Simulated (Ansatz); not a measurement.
# Lattice dynamics of LaP (model cell, started as CsCl type), part 2 of 2

Wanted: vibrations and spectra of LaP (model cell, started as CsCl type); the cell is already relaxed. After the zone centre comes a 4×4×4 q mesh on a 12×12×12 k mesh.

Ansatz 0.2.0; DFT PBE, scalar-relativistic, plane waves, PAW.

So far. Step 2 (Zone-centre response): Before it was imposed, the acoustic sum rule was missed by 1.2e-4 eV/Å². Small misses are needed for a sound result but don't prove that mesh and cutoff are converged. The lowest optical mode is real, 88.8 cm⁻¹.

The structure was built from a prototype and need not be the compound's stable phase.

**3. Phonons on a q mesh (continued)**

Frequencies (cm⁻¹) solved at each irreducible wavevector; negative means imaginary. Frequencies by wavevector, by row:

```csv
q in reciprocal lattice units,star,mode 1,mode 2,mode 3,mode 4,mode 5,mode 6
0 0 0,1,0,0,0,88.8,88.8,88.8
0 0 0.25,6,-47.5,-47.5,95.4,127.5,127.5,228.6
0 0 -0.5,3,-63.1,-63.1,133.4,149.4,149.4,269.3
0 0.25 0.25,12,-65,79.6,85,124.6,186.7,233.8
0 0.25 -0.5,12,-69.9,71.6,118.3,118.5,194.3,246.5
0 -0.5 -0.5,3,-73.2,73,107.9,107.9,218.9,218.9
0.25 0.25 0.25,8,75.2,75.5,75.5,194.3,194.3,217.9
0.25 0.25 -0.5,12,64.4,71,113.1,173.2,199.2,233.6
0.25 -0.5 -0.5,6,64.8,105,105,173,215.1,215.1
-0.5 -0.5 -0.5,1,106,106,106,218.1,218.1,218.1
```

Interpolated from a 4×4×4 q mesh. The phonon branches at the labelled points (cm⁻¹):

```csv
point,branch 1,branch 2,branch 3,branch 4,branch 5,branch 6
Γ,0,0,0,89,89,89
halfway,-48,-48,95,128,128,229
X,-63,-63,133,149,149,269
halfway,-70,72,118,118,194,246
M,-73,73,108,108,219,219
halfway,-65,80,85,125,187,234
Γ,0,0,0,89,89,89
halfway,75,76,76,194,194,218
R,106,106,106,218,218,218
halfway,64,71,113,173,199,234
X,-63,-63,133,149,149,269
jump to R,106,106,106,218,218,218
halfway,65,105,105,173,215,215
M,-73,73,108,108,219,219
```

The phonon branches as a text plot (rows in cm⁻¹):

```
    262 |     *****                                    ***
    248 |    *     *                                 **
    234 |   *       **   *****                      *
    219 |             ****    *        **   ********      *******
    205 |           **    ***        **  ****    ****      *
    191 |                    * *        *         ** *      *
    176 |  *      **          *        *            * *      *
    162 |                           ***              * *
    148 |     ****             **                     ****
    134 | * ** *****                *                  ***    *
    119 |     *    **      ******  *                ***
    105 |* * *      *******     ** *        ********      *******
     91 |** *       ***  *****   **      ***      **       *
     77 |              **    **         *          **       *   *
     62 |  *                  **       *            *        *
     48 | *        *           *     **              *
     34 |                       *   *
     19 |*                       * *
      5 |         *               *
     -9 |*                       *                    *
    -23 | **                    *                     *
    -38 |                      *                              *
    -52 |   ***  *            *                        *       *
    -66 |      ***************                          **      *
         Γ      X      M          Γ            R        X|R     M
```

Tetrahedra on a 20×20×20 mesh, mean over bins of 5 cm-1. Interpolated from a 4×4×4 q mesh. Phonon density of states against wavenumber; read off at these points:

```csv
wavenumber (cm⁻¹),phonon density of states (1/cm⁻¹/cell)
-72,0.00767
-62,0.0214
-58,0.0205
-38,0.0103
-22,0.00639
-8,0.0051
8,0.00484
28,0.00601
42,0.00875
58,0.0132
78,0.0195
92,0.0292
108,0.0631
122,0.0226
142,0.0218
158,0.0175
172,0.0163
192,0.0189
208,0.0251
218,0.0374
222,0.0244
238,0.0240
258,0.00882
272,0
```

The partial phonon density of states has structure finer than the step of the table below, so its rows give means over 10 cm⁻¹, whole bins alone (the curve runs from -83.4 to 287 cm⁻¹). Peaks (cm⁻¹: height): La -64.7: 0.0240, -39.1: 0.0175, 51.8: 0.0190, 77.4: 0.0294, 105.4: 0.0570; P 154.3: 0.0231, 182.2: 0.0301, 198.6: 0.0303, 214.9: 0.0395, 233.5: 0.0299.

Phonopy on the run's constants, 15x15x15 mesh, Gaussian sigma 2.6 cm-1. Interpolated from a 4×4×4 q mesh. Partial phonon density of states against wavenumber; means over each step; values in 1/cm⁻¹/cell:

```csv
wavenumber (cm⁻¹),La,P
-70,0.0129,1.7e-4
-60,0.0210,2.9e-4
-50,0.0117,2.3e-4
-40,0.0150,2.5e-4
-30,0.0120,2.6e-4
-20,0.00573,1.6e-4
-10,0.00266,1.2e-4
0,0.00114,6.2e-5
10,0.00187,8.4e-5
20,0.00273,1.4e-4
30,0.00372,2.0e-4
40,0.0114,1.7e-4
50,0.0172,3.2e-4
60,0.00932,3.0e-4
70,0.0153,4.4e-4
80,0.0217,0.00110
90,0.0258,0.00255
100,0.0413,0.00454
110,0.0414,0.00657
120,0.0147,0.0110
130,0.00492,0.0170
140,6.2e-4,0.0187
150,4.4e-4,0.0189
160,5.8e-4,0.0199
170,2.9e-4,0.0119
180,6.0e-4,0.0223
190,2.9e-4,0.0119
200,5.7e-4,0.0230
210,7.6e-4,0.0323
220,5.3e-4,0.0289
230,3.3e-4,0.0250
240,1.9e-4,0.0191
250,1.4e-4,0.0126
260,5.7e-5,0.00750
270,7.5e-6,0.00192
280,0,7.8e-6
```

Second derivatives of the energy by pair, one row for each kind of neighbour of each atom listed. Each entry sums the pair over the periodic images of the supercell that the q mesh stands for, and in a polar crystal it holds the long-range dipole part too. Force constants by pair, by row:

```csv
atom,neighbour,distance (Å),third of the trace (eV/Å²),along the pair's line (eV/Å²)
La1,itself,0,2.924,–
La1,P,3.154,-0.2537,-0.5568
La1,La,3.641,-0.4407,-2.125
La1,La,5.15,0.0452,0.0363
La1,P,6.039,0.0509,0.14
La1,La,6.307,0.0117,0.0035
La1,La,7.283,-0.0887,-0.3359
P2,itself,0,4.174,–
P2,La,3.154,-0.2537,-0.5568
P2,P,3.641,-0.2039,-1.101
P2,P,5.15,-0.0558,-0.1768
P2,La,6.039,0.0509,0.14
P2,P,6.307,-0.1073,-0.3293
P2,P,7.283,-0.1231,-0.3046
```

Symmetry leaves 10 wavevectors to solve. The lowest mode among them, the acoustic zeros apart, lies at q = (0, -0.5, -0.5) and is imaginary, 73.2i cm⁻¹, so the energy falls along it.

**4. Summary of results**

| Quantity | Value |
| --- | --- |
| space group (within 0.01 Å) | Pm-3m |
| volume per atom | 24.1 Å³ |
| electronic character | no gap on this mesh |
| highest optical mode at the zone centre (no LO-TO term) | 88.8 cm⁻¹ |
| lowest optical zone-centre mode | 88.8 cm⁻¹ |
| lowest mode on the q mesh (acoustic modes at Γ apart) | -73.2 cm⁻¹ |
| highest frequency on the path or at a solved wavevector | 269 cm⁻¹ |
| imaginary modes on the 4×4×4 q mesh | yes |

Modes are clearly imaginary (beyond 10i cm⁻¹) at 5 of the 10 irreducible wavevectors, most at q = (0, -0.5, -0.5) (73.2i cm⁻¹), so this structure is not a minimum of the energy. The optical modes at Γ form one degenerate level at 89 cm⁻¹. The highest mode in this list at Γ, 88.8 cm⁻¹, is mostly motion of P (82 % of the kinetic energy). With no gap, or one that is small against the smearing, the frequencies hang on the k mesh and the smearing, most of all near Kohn anomalies. A semilocal functional can close a gap that the real compound would have, so the metallic treatment may be an artefact of the level. Spin-orbit coupling is left out, which can matter for the heavy elements here. A phonon run warned that its eigensolver left some bands unconverged in a pass. The starting cell was built on a prototype and not taken from a measurement, so the phase need not exist. These are harmonic frequencies at zero temperature: anharmonic shifts, linewidths and thermal expansion are left out.

[Logs are printed without paths, hosts, clocks, repeated set-up lines and the standing remarks that a program may print on its own settings, such as how far it seeks lower states.]

[Hosts, paths, dates, database ids (printed as entryN), source tags and the programs' standing remarks are cut or masked in the printed files.]
